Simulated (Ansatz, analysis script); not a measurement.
## EuZn2Sb2: E(q) by the generalised Bloch theorem: two spin channels first

Ansatz 0.2.0; Ansatz DFT, two collinear spin channels, from typed moments; PBEsol+U, PAW set soft_1; PAW set soft_1.

First a free collinear run, to see which state the typed moments lead to.

Input file input.yaml:

```yaml
crystal:
  lattice:
    - [4.5108652591, 0.0, 0.0]
    - [-2.2554326296, 3.9065239075, 0.0]
    - [0.0, 0.0, 7.52254615]
  atoms:
    - { symbol: Eu, position: [0.0, 0.0, 0.0], spin: 7.0 }
    - { symbol: Zn, position: [0.66666667, 0.33333333, 0.36150299] }
    - { symbol: Zn, position: [0.33333333, 0.66666667, 0.63849701] }
    - { symbol: Sb, position: [0.66666667, 0.33333333, 0.73257433] }
    - { symbol: Sb, position: [0.33333333, 0.66666667, 0.26742567] }
magnetization:
  spin_polarized: true
kpoints:
  mp_grid: { grid: [8, 8, 4] }
hamiltonian:
  xc: pbesol
  hubbard:
    projectors: ortho-atomic
    sites: [{ species: Eu, l: f, u_eff: 6.0 }]
  pseudopotentials: { kind: paw, azcp: { folder: soft_1 }, xc_functional: pbe }
scf:
  occupations: { method: fermi_dirac, width: 0.05 }
  max_iter: 120
  convergence: { dr2_threshold: 1.0e-08 }
output:
  write_density: true
  write_potential: true
  elf: true
  volumetric_format: npy
```

Launch:

```
$ ansatz run input.yaml --threads 2 --pin off --max-ram 8192MiB --backend cpu --events-out ev --progress --plain --runs-dir out
```

Before running it: what should come out for the spin moment in the atom's sphere?

By Hund's rule a half-filled 4f shell holds seven parallel spins, so Eu carries about 7 μB. The site moments add up to 6.88 μB, near the cell's 7.00 μB; the rest lies between the atoms. Symmetry leaves 3 kinds of site among the 5 atoms, and equivalent atoms carry values of equal size.

Valence density in the ac plane at fractional y = 0.333, with atoms of Zn and Sb within 0.2 Å of it. It is the smooth field of the valence electrons, not physical close to the nuclei.

ELF in the ac plane at fractional y = 0.333, with atoms of Zn and Sb within 0.2 Å of it.

Spin moment in the atom's sphere by atom:

```csv
atom,spin moment in the atom's sphere (μB)
Eu1,6.94
Zn2,-0.01
Zn3,-0.01
Sb4,-0.02
Sb5,-0.02
```

Tables count atoms from 1; parts of the log count from 0.

Spin density in the ac plane at fractional y = 0.333, with atoms of Zn and Sb within 0.2 Å of it.

Ten even steps from '_' (-0.70 × 1e-2 e/Å³) to '@' (2.49 × 1e-2 e/Å³), each cell a mean:
```
**##%%%%**==--::::::::::--==
++******++==--::......::----
==========--::..______..::--
----------::..__________..::
::::--::::::..__......__..::
::::::::::..................
..::::::....................
....::::....................
....::::....................
..::::::....................
::::::::::..................
::::::::::::::::::::::::::::
....::........::::::::::::..
..............::::....::....
..................__..::....
............................
::::::::::..................
::::::::::::::..........::::
----------::::::::::::::::::
--======----::::::::::::::--
==++**++==------::::::::----
++##%%##**==----::::::----==
**%%@@%%**==----::::::----==
```
Columns run along a (4.5 Å), rows up along c (7.5 Å). Atoms in or near the plane, at fractional coordinates: Zn at (0.67, 0.36), Sb at (0.67, 0.73).

Values in e/Å³, 23 rows by 14 columns, each cell a mean:
```
 0  0  0  0  0  0  0  0  0  0  0  0  0  0
 0  0  0  0  0  0  0  0  0  0  0  0  0  0
 0  0  0  0  0  0  0  0  0  0  0  0  0  0
 0  0  0  0  0  0  0  1  1  2  1  1  0  0
 0  0  0  0  0  0  0  1  4  7  5  2  1  0
 0  0  0  0  0  0  1  2  8 13 10  4  1  0
 0  0  0  0  0  0  1  2  7 12  9  3  1  0
 0  0  0  0  0  0  0  1  3  5  4  1  0  0
 0  0  0  0  0  0  0  0  1  1  1  0  0  0
 0  0  0  0  0  0  0  0  0  0  0  0  0  0
 0  0  0  0  0  0  0  0  0  0  0  0  0  0
 0  0  0  0  0  0  0  0  0  0  0  0  0  0
 0  0  0  0  0  0  0  0  1  2  2  1  0  0
 0  0  0  0  0  0  0  1  6 16 10  1  0  0
 0  0  0  0  0  0  0  1 12 32 19  2  0  0
 0  0  0  0  0  0  0  1  4 11  7  1  0  0
 0  0  0  0  0  0  0  0  1  1  1  0  0  0
 0  0  0  0  0  0  0  0  0  0  0  0  0  0
 0  0  0  0  0  0  0  0  0  0  0  0  0  0
 0  0  0  0  0  0  0  0  0  0  0  0  0  0
 0  0  0  0  0  0  0  0  0  0  0  0  0  0
 0  0  0  0  0  0  0  0  0  0  0  0  0  0
 0  0  0  0  0  0  0  0  0  0  0  0  0  0
```
Columns run along a (4.5 Å), rows up along c (7.5 Å). Atoms in or near the plane, at fractional coordinates: Zn at (0.67, 0.36), Sb at (0.67, 0.73).

Values, 23 rows by 14 columns, each cell a mean:
```
0.08 0.12 0.15 0.12 0.07 0.07 0.17 0.37 0.54 0.59 0.56 0.42 0.22 0.09
0.08 0.07 0.08 0.07 0.07 0.14 0.38 0.59 0.67 0.68 0.68 0.62 0.44 0.21
0.15 0.07 0.05 0.06 0.12 0.32 0.58 0.63 0.58 0.55 0.56 0.62 0.60 0.41
0.34 0.16 0.09 0.13 0.28 0.53 0.58 0.48 0.37 0.31 0.34 0.45 0.55 0.57
0.47 0.27 0.18 0.23 0.42 0.58 0.50 0.35 0.16 0.09 0.13 0.30 0.46 0.58
0.51 0.34 0.25 0.30 0.46 0.57 0.44 0.25 0.06 0.04 0.05 0.19 0.40 0.55
0.48 0.32 0.25 0.29 0.44 0.55 0.44 0.26 0.08 0.04 0.06 0.20 0.40 0.54
0.42 0.27 0.22 0.25 0.37 0.53 0.48 0.35 0.20 0.13 0.17 0.31 0.45 0.54
0.33 0.23 0.19 0.21 0.30 0.45 0.52 0.46 0.39 0.35 0.37 0.44 0.51 0.49
0.23 0.18 0.17 0.17 0.21 0.32 0.46 0.52 0.53 0.52 0.53 0.53 0.48 0.36
0.16 0.14 0.14 0.14 0.15 0.21 0.31 0.38 0.41 0.41 0.41 0.40 0.33 0.24
0.15 0.14 0.15 0.15 0.15 0.17 0.20 0.20 0.19 0.18 0.19 0.20 0.20 0.18
0.22 0.24 0.25 0.24 0.23 0.21 0.18 0.16 0.11 0.08 0.10 0.15 0.18 0.20
0.33 0.37 0.38 0.37 0.34 0.27 0.19 0.13 0.03 0.01 0.02 0.10 0.18 0.24
0.45 0.48 0.47 0.48 0.46 0.35 0.20 0.11 0.01 0.00 0.00 0.07 0.18 0.28
0.52 0.53 0.51 0.52 0.52 0.43 0.23 0.14 0.04 0.01 0.03 0.12 0.20 0.36
0.56 0.55 0.53 0.54 0.55 0.49 0.30 0.19 0.14 0.11 0.13 0.18 0.26 0.44
0.56 0.56 0.55 0.56 0.56 0.50 0.37 0.25 0.20 0.19 0.19 0.22 0.33 0.46
0.47 0.49 0.49 0.49 0.48 0.43 0.33 0.26 0.21 0.20 0.21 0.24 0.30 0.40
0.28 0.30 0.30 0.30 0.29 0.27 0.22 0.18 0.15 0.14 0.15 0.16 0.20 0.25
0.11 0.13 0.14 0.13 0.12 0.11 0.10 0.09 0.08 0.08 0.08 0.09 0.09 0.10
0.08 0.12 0.14 0.12 0.08 0.06 0.06 0.08 0.10 0.10 0.10 0.08 0.06 0.06
0.08 0.14 0.17 0.14 0.08 0.05 0.07 0.14 0.23 0.27 0.24 0.16 0.09 0.06
```
Columns run along a (4.5 Å), rows up along c (7.5 Å). Atoms in or near the plane, at fractional coordinates: Zn at (0.67, 0.36), Sb at (0.67, 0.73).

[Logs and program files are shortened in this print: banners, set-up blocks, solver, clock and traceback lines can be left out without a mark of their own.]

[Logs are printed without paths, hosts, clocks, repeated set-up lines and the standing remarks that a program may print on its own settings, such as how far it seeks lower states.]

[Hosts, paths, dates, database ids (printed as entryN), source tags and the programs' standing remarks are cut or masked in the printed files.]
